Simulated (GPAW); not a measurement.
# ZnNi3C (Pm-3m): the Zn K absorption edge, part 2 of 2

What does one-electron theory with a core hole give for the Zn K edge of ZnNi3C (Pm-3m)?

GPAW 26.7.0; X-ray absorption from dipole matrix elements to empty bands, plane-wave PAW LDA.

So far. Step 2 (The field without a hole): The mesh shows no gap, so the system is treated as a metal and the core electron is put at the Fermi level (neutral cell). Step 3 (Spectrum without a core hole, Zn atom 1): Main maxima below 30 eV (height): 4.6 eV (1.67) and 16.8 eV (1.94). A K edge sees empty p states on the absorber.

**5. Spectrum with XCH, Zn atom 1**

The holes are 6.5 Å apart. In GPAW the data set carries the hole's charge, so charge=0 means a charged cell and charge=-1 a neutral one. The excited electron is kept in the cell, where it fills the lowest empty states and screens the hole. After the field has converged, empty bands are computed with the density fixed and the dipole matrix elements are summed.

xas.py reads:

```python
import numpy as np
from ase import Atoms
from ase.parallel import parprint, paropen
from gpaw import GPAW, PW, FermiDirac, Mixer, MixerDif, setup_paths
from gpaw.test import gen
setup_paths.insert(0, '.')
gen('Zn', name='fch1s', xcname='LDA', corehole=(1, 0, 1), write_xml=True)
from gpaw.mpi import world
world.barrier()

atoms = Atoms('Zn4Ni12C4',
    cell=[[3.766253, 3.766253, 3.766253],
     [-3.766253, 3.766253, -3.766253],
     [-3.766253, -3.766253, 3.766253]],
    scaled_positions=[[0, 0, 0],
     [0, 0.5, 0.5],
     [0.5, 0, 0.5],
     [0.5, 0.5, 0],
     [0.25, 0.75, 0],
     [0.25, 0.25, 0.5],
     [0.75, 0.75, 0.5],
     [0.75, 0.25, 0],
     [0.25, 0, 0.75],
     [0.25, 0.5, 0.25],
     [0.75, 0, 0.25],
     [0.75, 0.5, 0.75],
     [0.5, 0.25, 0.25],
     [0.5, 0.75, 0.75],
     [0, 0.25, 0.75],
     [0, 0.75, 0.25],
     [0.5, 0, 0],
     [0.5, 0.5, 0.5],
     [0, 0, 0.5],
     [0, 0.5, 0]],
    magmoms=[0.0, 0.0, 0.0, 0.0, 2.0, 2.0, 2.0, 2.0, 2.0, 2.0, 2.0, 2.0, 2.0, 2.0, 2.0, 2.0, 0.0, 0.0, 0.0, 0.0],
    pbc=True)
atoms.calc = calc = GPAW(legacy_gpaw=True, mode=PW(430), xc='LDA', setups={0: 'fch1s'},
    kpts={'size': (4, 4, 4), 'gamma': True}, occupations=FermiDirac(0.1),
    charge=-1, mixer=MixerDif(0.05, 8, 50), maxiter=150,
    convergence={'density': 0.0001}, txt='scf.txt')
energy = atoms.get_potential_energy() + calc.get_reference_energy()
ef = calc.get_fermi_level()
out = dict(energy=energy, fermi=ef, forces=atoms.get_forces().tolist(), magmoms=atoms.get_magnetic_moments().tolist())
parprint(f'all-electron energy {energy:.4f} eV, Fermi level {ef:.4f} eV')
ev = np.array([[calc.get_eigenvalues(k, s) for k in range(len(calc.get_ibz_k_points()))] for s in range(calc.get_number_of_spins())])
out['homo'], out['lumo'], out['counts'] = ev[ev < ef].max(), ev[ev > ef].min(), sorted(set((ev < ef).sum((0, 2)).tolist()))
out['filled'] = (ev[:, 0] < ef).sum(1).tolist()

from ase.units import Ha
from gpaw.xas import dipole_matrix_elements
nb = int(calc.get_number_of_electrons() / 2) + 190
top, nb = nb, nb + 8 + nb // 12
nscf = calc.fixed_density(kpts={'size': (5, 5, 5), 'gamma': True}, nbands=nb,
    convergence={'bands': top, 'eigenstates': 1e-5}, maxiter=60, txt='nscf.txt')
cell = atoms.cell.array
ops = [cell.T @ U.T @ np.linalg.inv(cell.T) for U in nscf.wfs.kd.symmetry.op_scc]
E = np.arange(-6, 34, 0.1)
fwhm = np.interp(E, [4, 25], [1.67, 3.5])
Y, X, zero, highest = 0, 0, 1e9, 1e9
for spin in range(nscf.get_number_of_spins()):
    wfs = nscf.wfs
    A = dipole_matrix_elements(wfs.setups[0])
    eps = np.zeros((wfs.kd.nibzkpts, nb))
    d = np.zeros((3, A.shape[1], wfs.kd.nibzkpts, nb), complex)
    for kpt in wfs.kpt_u:
        if kpt.s == spin and 0 in kpt.P_ani:
            eps[kpt.k] = kpt.eps_n * Ha
            d[:, :, kpt.k] = (kpt.weight * wfs.nspins / 2) ** 0.5 * np.inner(A, kpt.P_ani[0])
    world.sum(eps)
    world.sum(d)
    T = np.einsum('amkn,bmkn->abkn', d, d.conj()).real
    T = sum(np.einsum('ai,ijkn,bj->abkn', R, T, R) for R in ops) / len(ops)
    empty = eps > ef
    zero, highest = min(zero, eps[empty].min()), min(highest, eps[:, top - 1].min())
    lines = [(eps, T, empty)] if spin == 0 else lines + [(eps, T, empty)]
for eps, T, empty in lines:
    f = np.einsum('aakn->akn', T).reshape(3, -1)
    x = eps.ravel() - zero
    w = np.interp(x, E, fwhm) / 2.35482
    g = np.exp(-0.5 * ((E[:, None] - x) / w) ** 2) / (w * (2 * np.pi) ** 0.5)
    Y = Y + (f * empty.ravel()) @ g.T
    X = X + (f * ~empty.ravel()) @ g.T
out.update(E=E.round(2).tolist(), xas=Y.tolist(), xes=X.tolist(), zero=zero, valid=highest - zero, nk=len(eps), nb=nb)
for i in range(0, len(E), 10):
    parprint(f'{E[i]:7.2f}', *(f'{v:10.3e}' for v in Y[:, i]))
import json
with paropen('out.json', 'w') as f:
    json.dump(out, f)
```

Command:

```sh
$ OMP_NUM_THREADS=1 mpirun -n 4 gpaw python xas.py
```

Numbers of over 12 decimals in the logs are rounded to 6 here.

Log:

```text
Input parameters:
  charge: -1
  convergence: {density: 0.0001}
  kpts: {gamma: True,
         size: (4, 4, 4)}
  maxiter: 150
  mixer: {backend: pulay,
          beta: 0.05,
          method: difference,
          nmaxold: 8,
          weight: 50}
  mode: {ecut: 430.0,
         name: pw}
  occupations: {fixmagmom: False,
                name: fermi-dirac,
                width: 0.1}
  setups: {0: fch1s}

Initialize ...

[... PAW data sets ...]

Reference energy: -685154.293262  # eV

Spin-polarized calculation.
Initial magnetic moment: 24.000000

[... convergence settings ...]
Symmetries present (total): 48
  [... symmetry matrices ...]

64 k-points: 4 x 4 x 4 Monkhorst-Pack grid + [1/8,1/8,1/8]
8 k-points in the irreducible part of the Brillouin zone
       k-points in crystal coordinates                weights
   0:     0.00000000    0.00000000    0.00000000          1/64
   1:     0.25000000    0.00000000    0.00000000         12/64
   2:     0.25000000    0.25000000   -0.25000000          6/64
   3:     0.25000000    0.25000000    0.25000000          2/64
   4:     0.50000000    0.25000000    0.25000000         24/64
   5:     0.50000000    0.50000000    0.00000000          6/64
   6:     0.50000000    0.50000000    0.25000000         12/64
   7:     0.50000000    0.50000000    0.50000000          1/64

Wave functions: Plane wave expansion
  Cutoff energy: 430.000 eV
  Number of coefficients (min, max): 4276, 4388
  Pulay-stress correction: 0.000000 eV/Ang^3 (de/decut=0.000000)
  Using FFTW library
  Wavefunction extrapolation:
    Improved wavefunction reuse through dual PAW basis

Occupation numbers: Fermi-Dirac:
  width: 0.1000  # eV

Eigensolver
   Davidson(niter=2)

Densities:
  Coarse grid: 32*32*32 grid
  Fine grid: 64*64*64 grid
  Total Charge: 0.000000

Density mixing:
  Method: difference
  Backend: pulay
  Linear mixing parameter: 0.05
  old densities: 8
  Width of damping distribution: 1.1
  Damping of long wavelength oscillations: 50

[... Hamiltonian set-up ...]
Number of atoms: 20
Number of atomic orbitals: 196
Number of bands in calculation: 173
Number of valence electrons: 257
Bands to converge: occupied

... initialized

Initializing position-dependent things.

Density initialized from atomic densities
Creating initial wave functions:
  173 bands from LCAO basis set

              Ni        Ni
               Ni Zn     Ni
          NiNiC    Ni   C
             Ni     Zn

       Ni   C Ni
        Zn     Ni Zn
          Ni  C

Atomic positions and initial magnetic moments

Positions:
   0 Zn     0.000000    0.000000    0.000000    ( 0.0000,  0.0000,  0.0000)
   1 Zn    -3.766253    0.000000    0.000000    ( 0.0000,  0.0000,  0.0000)
   2 Zn     0.000000    0.000000    3.766253    ( 0.0000,  0.0000,  0.0000)
   3 Zn     0.000000    3.766253    0.000000    ( 0.0000,  0.0000,  0.0000)
   4 Ni    -1.883126    3.766253   -1.883126    ( 0.0000,  0.0000,  2.0000)
   5 Ni    -1.883126    0.000000    1.883126    ( 0.0000,  0.0000,  2.0000)
   6 Ni    -1.883126    3.766253    1.883127    ( 0.0000,  0.0000,  2.0000)
[...]
17 C     -1.883126    1.883126    1.883126    ( 0.0000,  0.0000,  0.0000)
  18 C     -1.883126   -1.883126    1.883126    ( 0.0000,  0.0000,  0.0000)
  19 C     -1.883126    1.883126   -1.883126    ( 0.0000,  0.0000,  0.0000)

Unit cell:
           periodic     x           y           z      points  spacing
  1. axis:    yes    3.766253    3.766253    3.766253    32     0.1664
  2. axis:    yes   -3.766253    3.766253   -3.766253    32     0.1664
  3. axis:    yes   -3.766253   -3.766253    3.766253    32     0.1664

  Lengths:   6.523342   6.523342   6.523342
  Angles:  109.471221 109.471221 109.471221

Effective grid spacing dv^(1/3) = 0.1868

iter:   1  -190.796653                   +24.0810
iter:   2  -193.081653   -0.51  -1.39    +12.3430
[...]
0 Zn ( 0.000000,  0.000000, -0.009842)
   1 Zn ( 0.000000,  0.000000,  0.000042)
   2 Zn ( 0.000000,  0.000000,  0.000042)
   3 Zn ( 0.000000,  0.000000,  0.000042)
   4 Ni ( 0.000000,  0.000000,  0.000501)
   5 Ni ( 0.000000,  0.000000,  0.000501)
   6 Ni ( 0.000000,  0.000000,  0.000501)
   7 Ni ( 0.000000,  0.000000,  0.000501)
   8 Ni ( 0.000000,  0.000000,  0.000501)
   9 Ni ( 0.000000,  0.000000,  0.000501)
  10 Ni ( 0.000000,  0.000000,  0.000501)
  11 Ni ( 0.000000,  0.000000,  0.000501)
  12 Ni ( 0.000000,  0.000000,  0.000501)
  13 Ni ( 0.000000,  0.000000,  0.000501)
  14 Ni ( 0.000000,  0.000000,  0.000501)
  15 Ni ( 0.000000,  0.000000,  0.000501)
  16 C  ( 0.000000,  0.000000,  0.000026)
  17 C  ( 0.000000,  0.000000,  0.000026)
  18 C  ( 0.000000,  0.000000,  0.000026)
  19 C  ( 0.000000,  0.000000,  0.000026)

Energy contributions relative to reference atoms: (reference = -685154.293262)

Kinetic:       +110.068772
Potential:      -78.389752
External:        +0.000000
XC:            -221.257692
Entropy (-ST):   -0.450004
Local:           +0.456623
SIC:             +0.000000
--------------------------
Free energy:   -189.572054
Extrapolated:  -189.347052

Spin contamination: 0.008478 electrons
Showing only first 2 kpts
                      Up                     Down
 Kpt  Band  Eigenvalues  Occupancy  Eigenvalues  Occupancy
  0   126      7.90780    0.92946      7.90635    0.93040
  0   127      7.90780    0.92946      7.90635    0.93040
  0   128      7.90780    0.92946      7.90635    0.93040
  0   129      7.97019    0.87593      7.97047    0.87563

  1   126      7.88969    0.94044      7.88823    0.94125
  1   127      7.94150    0.90390      7.94094    0.90439
  1   128      7.95419    0.89230      7.95447    0.89203
  1   129      8.33593    0.15409      8.32495    0.16894

Fermi level: 8.16563

No gap
No difference between direct/indirect transitions

Forces in eV/Ang:
  0 Zn    0.00000   -0.00000   -0.00000
  1 Zn    0.00000    0.00000    0.00000
  2 Zn    0.00000    0.00000   -0.00000
  3 Zn    0.00000   -0.00000    0.00000
  4 Ni   -0.09135    0.00000   -0.09135
  5 Ni    0.09135    0.00000   -0.09135
  6 Ni   -0.09135    0.00000    0.09135
[...]
17 C    -0.00000    0.00000    0.00000
 18 C     0.00000    0.00000    0.00000
 19 C     0.00000    0.00000    0.00000
Scalar-relativistic atomic LDA calculation for Zn (Zinc, Z=30)
Core hole in 1s state (1s occupation: 1.0)
600 radial gridpoints.
|------------------------------------------------|
|------------------------------------------------|
[... the atom generator's iteration count ...]

Energy contributions:
-------------------------
Kinetic:    +1455.313461
XC:           -60.592874
Potential:  -2831.921453
-------------------------
Total:      -1437.200866

state      eigenvalue         ekin         rmax
-----------------------------------------------
1s^1.0 :  -362.370562   457.247084        0.033
2s^2.0 :   -45.586324    89.692358        0.186
2p^6.0 :   -40.551796    88.902557        0.147
3s^2.0 :    -5.578362    20.178333        0.572
3p^6.0 :    -3.921210    18.278078        0.568
3d^10.0:    -1.035193    13.091422        0.530
4s^2.0 :    -0.603317     2.163486        1.866
4p^0.0 :    -0.343743     1.345124        2.300
-----------------------------------------------
(units: Bohr and Hartree)

Generating PAW setup
Kinetic energy of the core from tauc = 1332.765430
Cutoffs:
rc(s)=2.430
rc(p)=2.400
rc(d)=2.230
rc(vbar)=2.260
rc(comp)=2.200
rc(nct)=2.430

Kinetic energy of the core states: 1320.072273
Charge: 1.0
Core electrons: 17.0
Valence electrons: 12.0
Pseudo-core charge: 0.063801
Shape function alpha=2.066
Pseudo-electron charge 3.436182
state    eigenvalue         norm
--------------------------------
4s(2) :    -0.603317     1.206269
*s    :     0.396683
4p(0) :    -0.343743     1.021921
*p    :     0.656257
3d(10):    -1.035193     0.095984
*d    :    -0.035193
--------------------------------

Diagonalizing with gridspacing h=0.050

state   all-electron     PAW
-------------------------------
4s:      -0.603317    -0.603615
4p:      -0.343743    -0.343956
3d:      -1.035193    -1.035651
*f:                   -0.018332
-------------------------------
all-electron energy -685343.6403 eV, Fermi level 8.1656 eV
  -6.00  3.445e-24  3.445e-24  3.445e-24
  -5.00  2.057e-19  2.057e-19  2.057e-19
  -4.00  1.729e-15  1.729e-15  1.729e-15
  -3.00  2.077e-12  2.077e-12  2.077e-12
  -2.00  3.649e-10  3.649e-10  3.649e-10
  -1.00  9.799e-09  9.799e-09  9.799e-09
  -0.00  4.584e-08  4.584e-08  4.584e-08
[...]
31.00  1.962e-07  1.962e-07  1.962e-07
  32.00  2.282e-07  2.282e-07  2.282e-07
  33.00  2.828e-07  2.828e-07  2.828e-07
[key lines of the parts left out:]
Converged after 20 iterations.
Dipole moment: (-0.000000, 0.000000, -0.000000) |e|*Ang
```

The job ended after 8.2 min (4 MPI ranks of Arm Neoverse V2, shared host; peak memory 0.75 GiB; 33 min of CPU time).

The Zn K spectrum, Zn atom 1, excited-electron core hole (neutral cell) (energy from the lowest empty level; intensity scaled to a mean of 1 over the first 20 eV):

```tsv
E (eV)	intensity
-2.0	0.00
-1.4	0.01
-0.8	0.04
-0.2	0.11
0.4	0.16
1.0	0.23
1.6	0.40
2.2	0.70
2.8	1.25
3.4	1.89
4.0	1.99
4.6	1.49
5.2	0.98
5.8	0.69
6.4	0.51
7.0	0.39
7.6	0.36
8.2	0.39
8.8	0.43
9.4	0.48
10.0	0.55
10.6	0.63
11.2	0.73
11.8	0.86
12.4	1.06
13.0	1.29
13.6	1.50
14.2	1.65
14.8	1.71
15.4	1.73
16.0	1.70
16.6	1.61
17.2	1.46
17.8	1.26
18.4	1.08
19.0	0.96
19.6	0.88
20.2	0.80
20.8	0.72
21.4	0.64
22.0	0.57
22.6	0.53
23.2	0.52
23.8	0.51
24.4	0.50
25.0	0.49
25.6	0.48
26.2	0.46
26.8	0.45
27.4	0.45
28.0	0.46
28.6	0.47
29.2	0.49
29.8	0.50
30.4	0.52
31.0	0.54
31.6	0.59
```

Main maxima below 30 eV (height): 3.8 eV (2.04) and 15.4 eV (1.73). 

The total-energy difference is 9640.67 eV.

**6. Spectrum with HCH, Zn atom 1**

The holes are 6.5 Å apart. The data set carries half a charge, which charge=0 leaves uncompensated but for the background. Half a hole is Slater's transition state, a compromise that weakens the attraction. After the field has converged, empty bands are computed with the density fixed and the dipole matrix elements are summed.

Changed against the first core-hole run: core hole from full to half.

Edit xas.py of step 5 so:

```diff
@@ -6,3 +6,3 @@
 setup_paths.insert(0, '.')
-gen('Zn', name='fch1s', xcname='LDA', corehole=(1, 0, 1), write_xml=True)
+gen('Zn', name='hch1s', xcname='LDA', corehole=(1, 0, 0.5), write_xml=True)
 from gpaw.mpi import world
@@ -36,5 +36,5 @@
     pbc=True)
-atoms.calc = calc = GPAW(legacy_gpaw=True, mode=PW(430), xc='LDA', setups={0: 'fch1s'},
+atoms.calc = calc = GPAW(legacy_gpaw=True, mode=PW(430), xc='LDA', setups={0: 'hch1s'},
     kpts={'size': (4, 4, 4), 'gamma': True}, occupations=FermiDirac(0.1),
-    charge=-1, mixer=MixerDif(0.05, 8, 50), maxiter=150,
+    charge=0, mixer=MixerDif(0.05, 8, 50), maxiter=150,
     convergence={'density': 0.0001}, txt='scf.txt')
```

Log:

```text
Input parameters:
  convergence: {density: 0.0001}
  kpts: {gamma: True,
         size: (4, 4, 4)}
  maxiter: 150
  mixer: {backend: pulay,
          beta: 0.05,
          method: difference,
          nmaxold: 8,
          weight: 50}
  mode: {ecut: 430.0,
         name: pw}
  occupations: {fixmagmom: False,
                name: fermi-dirac,
                width: 0.1}
  setups: {0: hch1s}

Initialize ...

[...]
4s:      -0.404099    -0.404330
4p:      -0.180022    -0.180168
3d:      -0.685882    -0.686388
*f:                    0.029677
-------------------------------
all-electron energy -690202.1266 eV, Fermi level 7.9925 eV
  -6.00  7.576e-25  7.576e-25  7.576e-25
  -5.00  5.677e-20  5.677e-20  5.677e-20
  -4.00  5.967e-16  5.967e-16  5.967e-16
  -3.00  8.903e-13  8.903e-13  8.903e-13
[...]
32.00  2.080e-07  2.080e-07  2.080e-07
  33.00  2.501e-07  2.501e-07  2.501e-07
[key lines of the parts left out:]
Converged after 18 iterations.
Dipole moment: (-0.000000, 0.000000, 0.000000) |e|*Ang
Free energy:   -163.429143
Fermi level: 7.99252
```

Elapsed: 7.7 min, on 4 MPI ranks; peak memory 0.74 GiB.

```tsv
E (eV)	first run	this run
-2.0	0.00	0.00
-1.0	0.03	0.02
0.0	0.13	0.10
1.0	0.23	0.17
2.0	0.58	0.36
3.0	1.48	0.95
4.0	1.99	1.81
5.0	1.12	1.49
6.0	0.62	0.89
7.0	0.39	0.48
8.0	0.38	0.35
9.0	0.44	0.40
10.0	0.55	0.50
11.0	0.69	0.60
12.0	0.92	0.74
13.0	1.29	1.01
14.0	1.61	1.39
15.0	1.72	1.71
16.0	1.70	1.86
17.0	1.52	1.81
18.0	1.20	1.53
19.0	0.96	1.24
20.0	0.83	1.08
21.0	0.69	0.91
22.0	0.57	0.73
23.0	0.52	0.62
24.0	0.51	0.59
25.0	0.49	0.57
26.0	0.47	0.53
27.0	0.45	0.50
28.0	0.46	0.49
29.0	0.48	0.50
30.0	0.51	0.52
31.0	0.54	0.54
32.0	0.63	0.60
```

Against the first run the r.m.s. difference is 21 %. A shift of +0.6 eV leaves 9 %. Another feature, at 16.4 eV (1.87), becomes the highest below 24 eV; the one at 3.8 eV (2.04) is now at 4.2 eV (1.84).

**7. What the core hole does**

Both curves are counted from their own zero, so only the shift of weight within the empty states shows.

```tsv
E (eV)	no hole	XCH
-2.0	0.00	0.00
-1.0	0.02	0.03
0.0	0.10	0.13
1.0	0.15	0.23
2.0	0.26	0.58
3.0	0.71	1.48
4.0	1.45	1.99
5.0	1.63	1.12
6.0	1.15	0.62
7.0	0.59	0.39
8.0	0.36	0.38
9.0	0.38	0.44
10.0	0.48	0.55
11.0	0.59	0.69
12.0	0.66	0.92
13.0	0.81	1.29
14.0	1.16	1.61
15.0	1.62	1.72
16.0	1.88	1.70
17.0	1.93	1.52
18.0	1.80	1.20
19.0	1.58	0.96
20.0	1.34	0.83
21.0	1.11	0.69
22.0	0.91	0.57
23.0	0.76	0.52
24.0	0.69	0.51
25.0	0.66	0.49
26.0	0.61	0.47
27.0	0.56	0.45
28.0	0.53	0.46
29.0	0.53	0.48
30.0	0.56	0.51
31.0	0.58	0.54
32.0	0.61	0.63
```

With each curve scaled to its own mean, the area from −2 to 6 eV with the hole is 5.9 against 4.9, and the centre of weight from −1 to 20 eV moves by -1.0 eV: the hole pulls the absorber's empty states down.

**8. What came out**

* absorber and edge: Zn K, atom 1 of the ground-state input (counted from 1)
* surroundings: 12 Ni at 2.66 Å (cuboctahedral, site symmetry m-3m)
* highest intensity below 24 eV: 3.8 eV above the zero, height 2.04
* photon energy of the zero (spin-polarised hole, raw): 9640.7 eV (LDA puts this hole about 19 eV below PBE, itself good to a few eV)

**Reading.** The Zn K edge of atom 1, with 12 Ni at 2.66 Å (cuboctahedral, site symmetry m-3m), has its highest intensity of the first 24 eV at 3.8 eV above the zero, near 9644 eV in photon energy (LDA puts this hole about 19 eV below PBE, itself good to a few eV), 2.0 times the mean level of the first 20 eV (Gaussian full width 1.67 eV up to 4 eV, rising linearly to 3.5 eV at 25 eV). With each curve scaled to its own mean, the area from −2 to 6 eV with the hole is 5.9 against 4.9, and the centre of weight from −1 to 20 eV moves by -1.0 eV: the hole pulls the absorber's empty states down. Changing the core hole from full to half alters the shape by 21 % r.m.s., a modest effect on the whole, though the highest intensity moves to 16.4 eV. The hole lies in one spin channel, while the script sums the empty states of both and takes the lower zero; where the two channels are split, this blurs and shifts the curve. The script folds with a Gaussian, whereas the core hole's own line is a Lorentzian, so the onset is too steep and the first peak too high. The starting moments shrank to 0.00 μB or less, so this is hardly a magnetic state. Lifetime broadening is put in by hand, and intensities beyond about 20 eV depend on it and on the partial waves; weight that the partial waves miss at high energy is lost. The structure is a computed Materials Project entry and may be a hypothetical form.

[Banner, clock and machine lines of the logs are left out without a mark of their own.]

[Logs are printed without paths, hosts, clocks, repeated set-up lines and the standing remarks that a program may print on its own settings, such as how far it seeks lower states.]

[Hosts, paths, dates, database ids (printed as entryN), source tags and the programs' standing remarks are cut or masked in the printed files.]

[Lists of maxima count a maximum above −3 eV only where it reaches 4 % of the highest in the window and stands out from its surroundings by 2 % of it (1.5 % where it reaches 55 %); shoulders and weaker maxima are passed over, and of the rest the first, up to two pre-edge ones and the few strongest are named.]
